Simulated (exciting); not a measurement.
# Electron–core-hole interaction in the Se K spectrum of ZnSe (Stilleite)

Wanted: the near-edge spectrum and the bound core excitons at the Se K edge of ZnSe (Stilleite).

Method: X-ray absorption, core-level Bethe-Salpeter equation, exchange and statically screened direct term, Tamm-Dancoff, all-electron LAPW+lo PBE, in exciting sodium.

## (1) The structure

It takes space group F-43m (No. 216, cubic). The conventional cell has a = 5.668 Å, b = 5.668 Å, c = 5.668 Å, α = 90.00°, β = 90.00°, γ = 90.00°. Nearest to Se lie 4 Zn at 2.45 Å. Nearest to Zn lie 4 Se at 2.45 Å. Farther neighbours and most contacts between anions are not listed.

As a file:

```xyz
2
Lattice="0.0000 2.8338 2.8338 2.8338 0.0000 2.8338 2.8338 2.8338 0.0000" Properties=species:S:1:pos:R:3 pbc="T T T"
Se    4.2507    4.2507    4.2507
Zn    0.0000    0.0000    0.0000
```

Differences between curves are given as r.m.s. difference over r.m.s. height.

## (2) Ground state

The species files are the program's own, with muffin-tin radii set in the input.

File input.xml:

```
<input>
  <title>ZnSe</title>
  <structure speciespath="." autormt="false" epslat="1.0e-5">
    <crystal>
      <basevect>0.0000000000 5.3551058910 5.3551058910</basevect>
      <basevect>5.3551058910 0.0000000000 5.3551058910</basevect>
      <basevect>5.3551058910 5.3551058910 0.0000000000</basevect>
    </crystal>
    <species speciesfile="Se.xml" rmt="2.259">
      <atom coord="0.7500000000 0.7500000000 0.7500000000"/>
    </species>
    <species speciesfile="Zn.xml" rmt="2.240">
      <atom coord="0.0000000000 0.0000000000 0.0000000000"/>
    </species>
  </structure>
  <groundstate do="fromscratch" xctype="GGA_PBE" ngridk="4 4 4" rgkmax="7" gmaxvr="14" nempty="8" swidth="0.001" maxscl="100" epsengy="1e-5"/>
</input>
```

On the command line:

```sh
$ OMP_NUM_THREADS=1 mpirun -n 2 exciting
```

Numbers of over 12 decimals in the logs are rounded to 6 here.

Log:

```text
EXCITING SODIUM started
********************************************************************************
* Ground-state run starting from atomic densities                              *
********************************************************************************
+ Starting initialization                                                      +
[... lattice and species ...]
 Spin treatment                             :    spin-unpolarised
 Number of Bravais lattice symmetries       :      48
[...]
valence-band maximum at    1      0.0000  0.0000  0.0000
     conduction-band minimum at    1      0.0000  0.0000  0.0000
+ Self-consistent loop stopped                                                 +
 STATE.OUT is written
********************************************************************************
* Groundstate module stopped                                                   *
********************************************************************************
 Total time spent (seconds)                 :        16.08
| EXCITING SODIUM stopped                                                      =
[key lines of the parts left out:]
Total energy                               :     -4226.40481176
Fermi energy                               :         0.14076279
```

Elapsed: 18 s, on 2 MPI ranks of Arm Neoverse V1, shared host.

The mesh shows a gap of 1.26 eV. Core levels (Dirac, from the valence top):

```csv
atom,level,energy (eV)
Se,2s1/2,-1600.1
Se,2p1/2,-1434.8
Se,2p3/2,-1393.0
Se,3s1/2,-207.1
Se,3p1/2,-150.6
Se,3p3/2,-144.7
Zn,2s1/2,-1154.0
Zn,2p1/2,-1015.8
Zn,2p3/2,-991.9
Zn,3s1/2,-125.2
```

## (3) A richer basis for the empty states

Each species file gets more local orbitals, built from u and its energy derivative at 0.15 Ha and u at 0.9 Ha.

input.xml is that of step 2.

File SPECIES.xml, added lines:

```
<lo l="L">  <!-- L = 0, 1, 2 -->
  <wf matchingOrder="0" trialEnergy="0.1500" searchE="false"/>
  <wf matchingOrder="1" trialEnergy="0.1500" searchE="false"/>
  <wf matchingOrder="0" trialEnergy="0.9000" searchE="false"/>
</lo>
```

On the command line:

```sh
$ OMP_NUM_THREADS=1 mpirun -n 2 exciting
```

Log:

```text
EXCITING SODIUM started
********************************************************************************
* Ground-state run starting from atomic densities                              *
********************************************************************************
+ Starting initialization                                                      +
[... lattice and species ...]
 Spin treatment                             :    spin-unpolarised
 Number of Bravais lattice symmetries       :      48
[...]
valence-band maximum at    1      0.0000  0.0000  0.0000
     conduction-band minimum at    1      0.0000  0.0000  0.0000
+ Self-consistent loop stopped                                                 +
 STATE.OUT is written
********************************************************************************
* Groundstate module stopped                                                   *
********************************************************************************
 Total time spent (seconds)                 :        14.49
| EXCITING SODIUM stopped                                                      =
[key lines of the parts left out:]
Total energy                               :     -4226.40550535
Fermi energy                               :         0.14118714
```

The job ended after 16 s (2 MPI ranks).

Against the first ground state the total energy moves by -9 meV an atom and the gap by 0.00 eV.

## (4) Screening, kernels and BSE for Se atom 1

The absorber has 4 Zn at 2.45 Å (tetrahedral, site symmetry -43m).

Changes to input.xml since step 3:

```diff
@@ -15,3 +15,20 @@
   </structure>
-  <groundstate do="fromscratch" xctype="GGA_PBE" ngridk="4 4 4" rgkmax="7" gmaxvr="14" nempty="8" swidth="0.001" maxscl="100" epsengy="1e-5"/>
+  <groundstate do="skip" xctype="GGA_PBE" ngridk="4 4 4" rgkmax="7" gmaxvr="14" nempty="8" swidth="0.001" maxscl="100" epsengy="1e-5"/>
+  <xs xstype="BSE" ngridk="5 5 5" ngridq="5 5 5" vkloff="0.097 0.273 0.493" rgkmax="7" nempty="22" gqmax="3" lmaxapwwf="5" lmaxemat="2" broad="0.04300" tevout="true">
+    <energywindow intv="458.776 460.393" points="439"/>
+    <screening screentype="full" nempty="40"/>
+    <BSE xas="true" xasspecies="1" xasatom="1" xasedge="K" bsetype="singlet" nstlxas="1 18"/>
+    <qpointset>
+      <qpoint>0 0 0</qpoint>
+    </qpointset>
+    <plan>
+      <doonly task="xsgeneigvec"/>
+      <doonly task="writepmatxs"/>
+      <doonly task="scrgeneigvec"/>
+      <doonly task="scrwritepmat"/>
+      <doonly task="screen"/>
+      <doonly task="scrcoulint"/>
+      <doonly task="exccoulint"/>
+    </plan>
+  </xs>
 </input>
```

File input.xml for the last start (plan only):

```
  <plan>
    <doonly task="bse"/>
  </plan>
```

On the command line:

```sh
$ OMP_NUM_THREADS=1 mpirun -n 2 exciting
$ OMP_NUM_THREADS=2 exciting
```

Log:

```text
| EXCITING SODIUM started for task xsgeneigvec ( 301)                          =
One-shot GS runs for BSE calculations
One-shot GS runs for k+qmt/2 grids
Info(xsgeneigvec): Generating eigenvectors for Q-point      1
Info(xsgeneigvec): Generation of eigenvectors finished
| EXCITING SODIUM started for task writepmatxs ( 320)                          =
Info(writepmatxs): Momentum matrix elements finished
| EXCITING SODIUM started for task scrgeneigvec ( 401)                         =
One-shot GS runs for BSE calculations
One-shot GS runs for k+qmt/2 grids
[...]
Info(setup_bse_block): Setting up RR part of hamiltonian
Info(setup_bse_block): Singlet spin state
Info(bse): Diagonalizing RR Hamiltonian (TDA)
Info(bse): Invoking Lapack routine ZHEEVR
      4500 eigen solutions found in the interval:
         i1=       1 i2=    4500
Info(bse): Writing excition energies and oscillator strengths to text file.
Info(makespectrum_dist): Making spectrum using formula for coupling with time reversed AR basis.
Info(makespectrum_dist): Using formalism for vanishing momentum transfer.
Info(writederived): Writing quantities derived from the macroscopic dielectric function.
Info(bselauncher): Spectrum finished for iqmt=  1
Info(bselauncher): All done for BSE type singlet
```

Wall time 29 min (2 MPI ranks).

Wall time by task: xsgeneigvec 5.7 s, writepmatxs 17 s, scrgeneigvec 4.2 s, scrwritepmat 2.4 s, screen 4.1 min, scrcoulint 11 min, exccoulint 13 min, bse 85 s.

The Se K spectrum of Se atom 1 (energy from the Kohn–Sham onset, core level to the lowest empty state found on the meshes used, 12495.93 eV; the ground-state mesh sets it, and the shifted mesh has its lowest transition 0.69 eV above it; Im ε scaled to the maximum of the singlet run; cut below the end of the band set):

```csv
E (eV),Im ε
-8.5,0.03
-8.0,0.03
-7.5,0.03
-7.0,0.03
-6.5,0.04
-6.0,0.04
-5.5,0.05
-5.0,0.05
-4.5,0.06
-4.0,0.07
-3.5,0.08
-3.0,0.09
-2.5,0.11
-2.0,0.14
-1.5,0.17
-1.0,0.22
-0.5,0.30
0.0,0.43
0.5,0.61
1.0,0.82
1.5,0.97
2.0,0.99
2.5,0.95
3.0,0.91
3.5,0.90
4.0,0.89
4.5,0.87
5.0,0.84
5.5,0.82
6.0,0.78
6.5,0.74
7.0,0.70
7.5,0.65
8.0,0.62
8.5,0.58
9.0,0.54
9.5,0.47
10.0,0.41
10.5,0.38
11.0,0.38
11.5,0.39
12.0,0.40
12.5,0.42
13.0,0.44
13.5,0.45
14.0,0.45
14.5,0.45
15.0,0.45
15.5,0.45
16.0,0.45
16.5,0.45
17.0,0.44
17.5,0.41
18.0,0.39
18.5,0.37
19.0,0.35
19.5,0.34
20.0,0.34
```

Maxima (height): 1.8 eV (1.00) and 16.1 eV (0.45).

The Hamiltonian has 4500 rows. The lowest groups of eigenvalues and the brightest ones, on the scale above (the program counts from the shifted mesh's onset, 0.69 eV higher). Core spinors bring spin-forbidden partners, so dark means forbidden by spin or by symmetry, and the shifted mesh splits states that symmetry would keep together:

```csv
energy (eV),states within 10 meV,relative strength
0.296,2,0.12
0.676,2,0.14
0.908,2,0.41
1.051,2,0.69
1.130,2,0.64
1.197,2,1.00
1.241,2,0.72
1.704,2,0.62
3.549,4,0.88
3.680,2,0.74
```

## (5) Independent particles

Changes to input.xml since step 4:

```diff
@@ -19,3 +19,3 @@
     <screening screentype="full" nempty="40"/>
-    <BSE xas="true" xasspecies="1" xasatom="1" xasedge="K" bsetype="singlet" nstlxas="1 18"/>
+    <BSE xas="true" xasspecies="1" xasatom="1" xasedge="K" bsetype="IP" nstlxas="1 18"/>
     <qpointset>
@@ -24,9 +24,3 @@
     <plan>
-      <doonly task="xsgeneigvec"/>
-      <doonly task="writepmatxs"/>
-      <doonly task="scrgeneigvec"/>
-      <doonly task="scrwritepmat"/>
-      <doonly task="screen"/>
-      <doonly task="scrcoulint"/>
-      <doonly task="exccoulint"/>
+      <doonly task="bse"/>
     </plan>
```

On the command line:

```sh
$ OMP_NUM_THREADS=2 exciting
```

Log:

```text
| EXCITING SODIUM started for task bse ( 445)                                  =
Info(bselauncher): Init time:    0.866226
Info(bselauncher): Setting up and diagonalizing BSE Hamiltonian.
Info(bselauncher): Using momentum transfer vectors from list :   1 to  1
Info(bselauncher): Distributing qmt-points over   1 processes.
Info(bselauncher): BSE type: IP
Info(bselauncher): Momentum transfer list index: iqmt=  1
Info(bselauncher): Momentum transfer: vqmtl=   0.000   0.000   0.000
Info(bse): Inspecting occupations...
Info(setranges_modxs): Number of non-reduced k-points:      125
[...]
highest unoccupied state:  35
  Opening gap with a scissor of:      0.000/H      0.000/eV
Info(select_transitions): Number of participating transitions:    4500
Info(bse): Selecting transitions...
Info(bse):bsegap (eV): 12496.620496
Info(bse): IP requested, nothing much to do
Info(bse): Writing excition energies and oscillator strengths to text file.
Info(makespectrum_dist): Making spectrum using formula for coupling with time reversed AR basis.
Info(makespectrum_dist): Using formalism for vanishing momentum transfer.
Info(writederived): Writing quantities derived from the macroscopic dielectric function.
Info(bselauncher): Spectrum finished for iqmt=  1
Info(bselauncher): All done for BSE type IP
```

The job ended after 3 s (2 threads).

Maxima (height): 6.8 eV (0.75) and 17.4 eV (0.55). The spectrum differs from the singlet run by 37 % r.m.s. Moving the earlier curve by +2.3 eV leaves 19 %. The highest maximum lies at 6.8 eV (0.75), against 1.8 eV (1.00).

## (6) Exchange alone

Changes to input.xml since step 5:

```diff
@@ -19,3 +19,3 @@
     <screening screentype="full" nempty="40"/>
-    <BSE xas="true" xasspecies="1" xasatom="1" xasedge="K" bsetype="IP" nstlxas="1 18"/>
+    <BSE xas="true" xasspecies="1" xasatom="1" xasedge="K" bsetype="RPA" nstlxas="1 18"/>
     <qpointset>
```

On the command line:

```sh
$ OMP_NUM_THREADS=2 exciting
```

Log:

```text
| EXCITING SODIUM started for task bse ( 445)                                  =
Info(bselauncher): Init time:    0.847480
Info(bselauncher): Setting up and diagonalizing BSE Hamiltonian.
Info(bselauncher): Using momentum transfer vectors from list :   1 to  1
Info(bselauncher): Distributing qmt-points over   1 processes.
Info(bselauncher): BSE type: RPA
Info(bselauncher): Momentum transfer list index: iqmt=  1
Info(bselauncher): Momentum transfer: vqmtl=   0.000   0.000   0.000
Info(bse): Inspecting occupations...
Info(setranges_modxs): Number of non-reduced k-points:      125
[...]
Info(setup_bse_block): Setting up RR part of hamiltonian
Info(setup_bse_block): Using RPA approximation
Info(bse): Diagonalizing RR Hamiltonian (TDA)
Info(bse): Invoking Lapack routine ZHEEVR
      4500 eigen solutions found in the interval:
         i1=       1 i2=    4500
Info(bse): Writing excition energies and oscillator strengths to text file.
Info(makespectrum_dist): Making spectrum using formula for coupling with time reversed AR basis.
Info(makespectrum_dist): Using formalism for vanishing momentum transfer.
Info(writederived): Writing quantities derived from the macroscopic dielectric function.
Info(bselauncher): Spectrum finished for iqmt=  1
Info(bselauncher): All done for BSE type RPA
```

Wall time 82 s (2 threads).

Maxima (height): 6.8 eV (0.75) and 17.4 eV (0.55). The spectrum is that of the independent-particle run within 1 %.

## (7) The levels of theory side by side

```csv
level,curve passes 0.15 (eV),highest maximum (eV),its height
IP,0.2,6.8,0.75
RPA,0.2,6.8,0.75
singlet,-1.7,1.8,1.00
```

```csv
E (eV),IP,RPA,singlet
-8.0,0.02,0.02,0.03
-7.0,0.02,0.02,0.03
-6.0,0.03,0.03,0.04
-5.0,0.03,0.03,0.05
-4.0,0.04,0.04,0.07
-3.0,0.05,0.05,0.09
-2.0,0.06,0.06,0.14
-1.0,0.09,0.09,0.22
0.0,0.14,0.14,0.43
1.0,0.24,0.24,0.82
2.0,0.43,0.43,0.99
3.0,0.59,0.59,0.91
4.0,0.65,0.65,0.89
5.0,0.71,0.71,0.84
6.0,0.75,0.75,0.78
7.0,0.75,0.75,0.70
8.0,0.72,0.72,0.62
9.0,0.71,0.71,0.54
10.0,0.60,0.60,0.41
11.0,0.47,0.47,0.38
12.0,0.44,0.44,0.40
13.0,0.46,0.46,0.44
14.0,0.49,0.49,0.45
15.0,0.49,0.49,0.45
16.0,0.51,0.51,0.45
17.0,0.55,0.55,0.44
18.0,0.53,0.53,0.39
19.0,0.49,0.49,0.35
20.0,0.46,0.46,0.34
```

## (8) Results

| Item | Value |
| --- | --- |
| absorber and edge | Se K, atom 1 |
| surroundings | 4 Zn at 2.45 Å (tetrahedral, site symmetry -43m) |
| first bright state | 0.30 eV from the Kohn–Sham onset, on this mesh |
| highest maximum | 1.8 eV |
| cost of the BSE run | 29 min on 2 MPI ranks of Arm Neoverse V1, shared host; the last task ran on as many threads |

**Reading.** Is a core exciton bound? Undecided on this mesh: the first bright state (over 5 % of the brightest) lies at 0.30 eV from the Kohn–Sham onset and at -0.39 eV from the lowest bare transition of its own mesh. Exchange alone changes the independent-particle spectrum by 0.0 % r.m.s. With 125 k points the binding energies are rough. Exchange and the short-range direct term aren't converged in the kernel cutoff. The zero comes from the unshifted 4×4×4 ground-state mesh; it is exact only where the band minimum lies on that mesh. The Kohn–Sham onset, 12496 eV, is no photon energy (tabulated edge of the element: 12658 eV): the scale needs a rigid shift. Bands and screening come from semilocal DFT, whose small gap overscreens. Vibrations and energy-dependent lifetimes are left out. The structure is a published determination, not relaxed.

[Banner, clock and machine lines of the logs are left out without a mark of their own.]

[Logs are printed without paths, hosts, clocks, repeated set-up lines and the standing remarks that a program may print on its own settings, such as how far it seeks lower states.]

[Hosts, paths, dates, database ids (printed as entryN), source tags and the programs' standing remarks are cut or masked in the printed files.]
